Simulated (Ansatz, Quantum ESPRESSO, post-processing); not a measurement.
# Ballistic transmission: Sn chain with one bond drawn out by 0.3 Å, part 4 of 4

Aim: the zero-bias transmission with pwcond for this junction: Sn chain with one bond drawn out by 0.3 Å.

Quantum ESPRESSO 7.5; plane-wave DFT, PBE, GBRV ultrasoft pseudopotentials; cross-check by Ansatz 0.2.0 with PAW datasets.

So far. Step 2 (Self-consistent run): The run needed 16 iterations to bring the estimated error under 1e-07 Ry; the largest force on any atom, held or free, is 0.52 eV/Å. Step 3 (Transmission with pwcond.x): At no point does T exceed the number of channels.

## Step 5: Cross-check with Ansatz

As a check, the same structure is run in Ansatz.

Level of this step: plane-wave DFT, PBE, Ansatz PAW (Ansatz 0.2.0).

Input file input.yaml:

```yaml
crystal:
  lattice:
    - [7.5, 0.0, 0.0]
    - [0.0, 7.5, 0.0]
    - [0.0, 0.0, 27.8]
  atoms:
    - { symbol: Sn, position: [0.5, 0.5, 0.0] }
    - { symbol: Sn, position: [0.5, 0.5, 0.0989208633] }
    - { symbol: Sn, position: [0.5, 0.5, 0.1978417266] }
    - { symbol: Sn, position: [0.5, 0.5, 0.2967625899] }
    - { symbol: Sn, position: [0.5, 0.5, 0.3956834532] }
    - { symbol: Sn, position: [0.5, 0.5, 0.5053956835] }
    - { symbol: Sn, position: [0.5, 0.5, 0.6043165468] }
    - { symbol: Sn, position: [0.5, 0.5, 0.7032374101] }
    - { symbol: Sn, position: [0.5, 0.5, 0.8021582734] }
    - { symbol: Sn, position: [0.5, 0.5, 0.9010791367] }
kpoints:
  mp_grid: { grid: [1, 1, 4] }
hamiltonian:
  xc: pbe
scf:
  occupations: { method: fermi_dirac, width: 0.1 }
  convergence: { dr2_threshold: 1.0e-08 }
output:
  transmission:
    leads: [[0, 1]]
    e_range: [-2.0, 2.0]
    de: 0.05
    kmesh: [1, 1]
    reduced_basis: true
  write_potential: true
  write_density: true
  volumetric_format: npy
```

On the command line:

```sh
> ansatz run input.yaml --threads 4 --pin off --max-ram 8192MiB --backend cpu --events-out ev --progress --plain --runs-dir out
```

Numbers of over 12 decimals in the logs are rounded to 6 here.

Output:

```text
Engine: ansatz 0.2.0, aarch64-unknown-linux-gnu
Pseudopotentials: kind: paw
Pseudopotential: Sn, paw, valence charge 14, recommended cutoff 420 eV (normal), Sn.paw.azcp
Functional definition: PBE
  parameter kappa = 0.804
  parameter beta = 0.066725
  exchange = pbe_x(kappa = kappa, mu = beta*pi^2/3)
  correlation = pbe_c(beta = beta)
Crystal: 10 atoms, lattice volume = 1563.750 Å³
Basis set: ecut = 420 eV, 30541 PW (Γ)
Bands: 84, of which v1, the nominal top of the filled ones, is band 70 counted from 1 (69 counted from 0)
Symmetry: 16 space group operations
Space group: P4/mmm (ITA 123), of the structure as read, at distance tolerance 1.2e-4 Å
k-points: 3 of 4
Non-local potential: Sn, projectors of the file, l = 0: 2, l = 1: 2, l = 2: 2, l = 3: 2
PAW form: soft (Blöchl's): semilocal exchange-correlation on the pseudo side does not see the compensation charge
PAW one-centre angular grid: Sn, 590 points (default); XC on 64 Gauss nodes
Initial density: superposition of atomic densities (neutral atoms: chi_scale 0, normalization atom), corrected by the library's trained network
Initial wavefunctions: pseudopotential atomic-orbital guess
Functional: x = pbe(κ = 0.804, μ = 0.219515), c = pbe(β = 0.066725)
SCF iter   1: F=—  HF=-60228.436637 eV  |F-HF|=—  |Δ(HF+E_count)|=         —  Δρ=1.62e-3  dr2=1.13e-1  ethr=1.77e-3  ⟨swp⟩=6.0  Hψ=902  notcnv=0
preconditioner: auto → LDOS  [metal: Δε(μ)=0.151 eV  Ē_g=5.236 eV  σ=0.100 eV  W_gap=0.33  n_scr=156 (ndim 8)  ℏωp=5.9 eV  f_vac=0.631  D(μ)=11.38/eV (n_scr^D=38)  β→1.0]
SCF iter   2: F=—  HF=-60228.422431 eV  |F-HF|=—  |Δ(HF+E_count)|=   1.42e-2  Δρ=5.27e-4  dr2=8.02e-3  ethr=8.08e-5  ⟨swp⟩=2.0  Hψ=378  notcnv=0
SCF iter   3: F=—  HF=-60228.423664 eV  |F-HF|=—  |Δ(HF+E_count)|=   1.23e-3  Δρ=2.12e-4  dr2=1.40e-3  ethr=5.73e-6  ⟨swp⟩=2.0  Hψ=466  notcnv=0
SCF iter   4: F=—  HF=-60228.423682 eV  |F-HF|=—  |Δ(HF+E_count)|=   1.81e-5  Δρ=8.69e-5  dr2=1.83e-4  ethr=9.98e-7  ⟨swp⟩=2.0  Hψ=464  notcnv=0
SCF iter   5: F=—  HF=-60228.423670 eV  |F-HF|=—  |Δ(HF+E_count)|=   1.28e-5  Δρ=2.73e-5  dr2=1.96e-5  ethr=1.31e-7  ⟨swp⟩=2.0  Hψ=455  notcnv=0
SCF iter   6: F=—  HF=-60228.423668 eV  |F-HF|=—  |Δ(HF+E_count)|=   1.45e-6  Δρ=8.88e-6  dr2=2.10e-6  ethr=1.40e-8  ⟨swp⟩=2.0  Hψ=472  notcnv=0
SCF iter   7: F=—  HF=-60228.423501 eV  |F-HF|=—  |Δ(HF+E_count)|=   1.67e-4  Δρ=1.50e-6  dr2=6.08e-8  ethr=1.50e-9  ⟨swp⟩=2.0  Hψ=465  notcnv=0
SCF iter   8: F=-60228.423501 eV  HF=-60228.423501 eV  |F-HF|=2.42e-9  |Δ(HF+E_count)|=   2.10e-8  Δρ=5.33e-7  dr2=9.13e-9  ethr=7.14e-12  ⟨swp⟩=6.7  Hψ=686  notcnv=0
SCF 1 converged in 8 iterations: F = -60228.423501 eV  dr2 = 9.13e-9
  greatest PAW one-centre occupation: 0.991 electrons in one spin orbital (limit 2), on the Sn atom at site 5 (counted from 0), in its partial waves of l = 2
transmission: 35 of 210 steps passed
transmission: 70 of 210 steps passed
[...]
transmission: 210 of 210 steps passed
WARN: The output density's exchange-correlation potential varies sharply where the density is thin. Do not read a vacuum level from v_tot or v_xc, or from such a field of the output density. On a cell that repeats whose density bears no net charge and no dipole along the vacuum's axis use v_es (v_loc + v_h of the components); under efield.dipole_correction with no amplitude use v_es + v_field, which holds any externa [...]
SCF converged after 8 iterations
Free energy (F): -60228.423501 eV
Harris-Foulkes:  -60228.423501 eV  (|F-HF|=2.42e-9)
Internal energy: -60228.031985 eV  (E = F + TS)
E sigma→0 (E₀):  -60228.227743 eV
Entropy (-TS):   -0.391517 eV (-39.152 meV/atom)
Fermi energy:    -1.727273 eV
--- Per-component energies (eV) ---
  E_band       = -2520.851598
  E_kinetic    = 1850.946672
  E_local      = -24830.422983  (includes V_loc(G=0)·N_el)
  E_nonlocal   = -326.559016
  E_hartree    = 12627.451754
  E_xc         = -3812.311433
  E_vxc        = -939.824641  (∫ρ·V_xc dr)
  E_paw        = -41348.370320  (= ΣΔE_a)
  E_vpaw       = -3529.884857  (= ΣTr[D̂ρ^β])
  E_aug_tail   = -0.000004  (compensation charges beyond the density's cutoff)
  E_ewald      = -4388.766655
  E_smearing   = -0.391517  (= −TS)
  E_closure    = 0.000000  (closes the sum)
  Σ components = -60228.423501   (vs F -60228.423501, Δ=0.00e0)
--- Band table (eV) ---
  k-point 0: bands = [... 66 lower, -2.2720, -2.2720, -2.1629, -1.7004, -1.7004, -1.6356, -1.6356, -0.7278, ... 10 higher]
  k-point 1: bands = [... 66 lower, -2.1825, -2.1825, -1.8635, -1.8635, -1.5813, -1.4501, -1.4501, -0.9441, ... 10 higher]
  k-point 2: bands = [... 66 lower, -2.0685, -2.0685, -2.0033, -2.0033, -1.2586, -1.2586, -1.1542, -1.1542, ... 10 higher]
--- Transmission ---
  basis      : 497 plane waves across, 35 finite elements along
  points     : 1, standing for a mesh of 1 x 1
  energies   : 81 from -2.000000 to 2.000000 eV about the Fermi level, 0.050000 eV apart; the leads are filled to 0.000000 eV, and channels, transmission and decay are at 0.000000 eV
  crystal 0  : Sn1, at the sites [0, 1], period 2.7500 Å, over 27.50 Å; its Hamiltonian steps by up to 15.2 meV
    offset         : up to 0.0000 Å between an atom of the period and one for which it stands
    channels       : 3.000000e0 a spin
    conductance    : none, the energies end too early or step too widely for 300 K: set another output.transmission.e_range or a lower de, or, where they end at an eighth of basis.ecutwfc, a higher one
  junction   : crystal 0 to crystal 0, -0.68 to 24.37 Å
    transmission   : 2.841323e0 a spin
    error estimate : 4.254459e-5 a spin from the reduction of the transverse basis, at the most 4.605497e-4 at -0.800000 eV
    conductance    : none, the energies end too early or step too widely for 300 K: set another output.transmission.e_range or a lower de, or, where they end at an eighth of basis.ecutwfc, a higher one
```

Elapsed: 74 s, on 4 threads of Arm Neoverse N1, shared host; peak memory 2.2 GiB.

Numbers from this step:

| Quantity | Value |
| --- | --- |
| free energy | -60228.4235 eV |
| energy at zero smearing | -60228.2277 eV |
| smearing term TS | 0.3915 eV |
| Fermi energy | -1.727 eV |
| symmetry operations | 16 |
| transmission at the Fermi level, one spin | 2.841 |
| step of the lead's Hamiltonian over a period | 15.2 meV |

Per spin. Table of transmission by energy, zero at the Fermi level:

```csv
energy (eV),transmission
-2.000,0.945
-1.800,0.949
-1.600,0.951
-1.400,0.953
-1.200,0.954
-1.000,0.955
-0.800,1.45
-0.600,2.49
-0.400,2.70
-0.200,2.81
0.000,2.84
0.200,2.82
0.400,2.78
0.600,2.74
0.800,2.72
1.000,2.71
1.200,2.71
1.400,2.72
1.600,2.72
1.800,2.73
2.000,2.72
```

Per spin. The open channels by energy, zero at the Fermi level:

```csv
energy (eV),open channels
-2.00,1
-1.90,1
-1.80,1
-1.70,1
-1.55,1
-1.45,1
-1.35,1
-1.25,1
-1.15,1
-1.05,1
-0.90,1
-0.80,3
-0.70,3
-0.60,3
-0.50,3
-0.40,3
-0.25,3
-0.15,3
-0.05,3
0.00,3
0.05,3
0.15,3
0.25,3
0.40,3
0.50,3
0.60,3
0.70,3
0.80,3
0.90,3
1.05,3
1.15,3
1.25,3
1.35,3
1.45,3
1.55,3
1.70,3
1.80,3
1.90,3
2.00,3
```

Ansatz finds T = 2.84 against pwcond's 2.84.

## Step 6: All levels side by side

All levels:

```csv
step,T at the Fermi level (per spin),conductance (G0),r.m.s. T(E) from the first,CPU time of the step (s),peak memory (GiB)
Ansatz,2.841,-,0,269,2.241
pwcond,2.844,2.844,0.02,800.8,0.36
"pwcond, changed setting",2.84,2.84,0.04594,422,0.36
```

Per spin. The transmission by energy, zero at the Fermi level:

```csv
energy (eV),Ansatz,pwcond,"pwcond, changed setting"
-2.00,0.945,0.948,0.948
-1.90,0.947,0.948,0.948
-1.80,0.949,0.949,0.949
-1.70,0.950,0.950,0.949
-1.60,0.951,0.950,0.950
-1.50,0.952,0.951,0.950
-1.40,0.953,0.951,0.951
-1.20,0.954,0.953,0.952
-1.10,0.955,0.953,0.953
-1.00,0.955,0.954,0.954
-0.90,0.956,0.955,0.955
-0.80,1.45,1.48,1.23
-0.70,2.25,2.18,2.12
-0.60,2.49,2.45,2.42
-0.50,2.61,2.60,2.58
-0.40,2.70,2.68,2.67
-0.30,2.76,2.73,2.73
-0.20,2.81,2.78,2.77
-0.10,2.83,2.81,2.81
0.00,2.84,2.84,2.84
0.10,2.84,2.86,2.86
0.20,2.82,2.86,2.86
0.30,2.80,2.84,2.85
0.40,2.78,2.82,2.82
0.50,2.76,2.78,2.79
0.60,2.74,2.76,2.76
0.70,2.73,2.73,2.73
0.80,2.72,2.71,2.71
0.90,2.71,2.70,2.70
1.00,2.71,2.70,2.70
1.10,2.71,2.70,2.70
1.20,2.71,2.71,2.71
1.40,2.72,2.72,2.72
1.50,2.72,2.73,2.73
1.60,2.72,2.73,2.73
1.70,2.73,2.73,2.73
1.80,2.73,2.73,2.73
1.90,2.73,2.73,2.73
2.00,2.72,2.72,2.72
```

## Step 7: By hand

G = 2.84 × 77.48 µS = 220 µS a cell, a resistance of 4.54 kΩ.

## Step 8: Results

| Item | Value |
| --- | --- |
| conductance from T at the Fermi level, a cell (G₀ = 2e²/h) | 2.84 G₀ |
| lead channels per spin | 3.00 |
| the same conductance by Ansatz | 2.84 G₀ |

In words: The junction conducts 2.84 G₀ a cell at the Fermi level (PBE, GBRV ultrasoft). At the Fermi level the junction passes 95 % of what the leads offer, nearly all. At the Fermi level pwcond and Ansatz differ by 0.091 %, a close match. Over -2 to 2 eV, T lies between 0.95 and 2.9 per spin. The geometry is as built, not relaxed, and the leads are short.

[Logs are printed without paths, hosts, clocks, repeated set-up lines and the standing remarks that a program may print on its own settings, such as how far it seeks lower states.]

[Hosts, paths, dates, database ids (printed as entryN), source tags and the programs' standing remarks are cut or masked in the printed files.]

[Maps of the electrostatic potential energy from Ansatz leave out the sawtooth potential of an applied field or a dipole correction, so their vacuum need not be flat; planar profiles and work functions include it.]
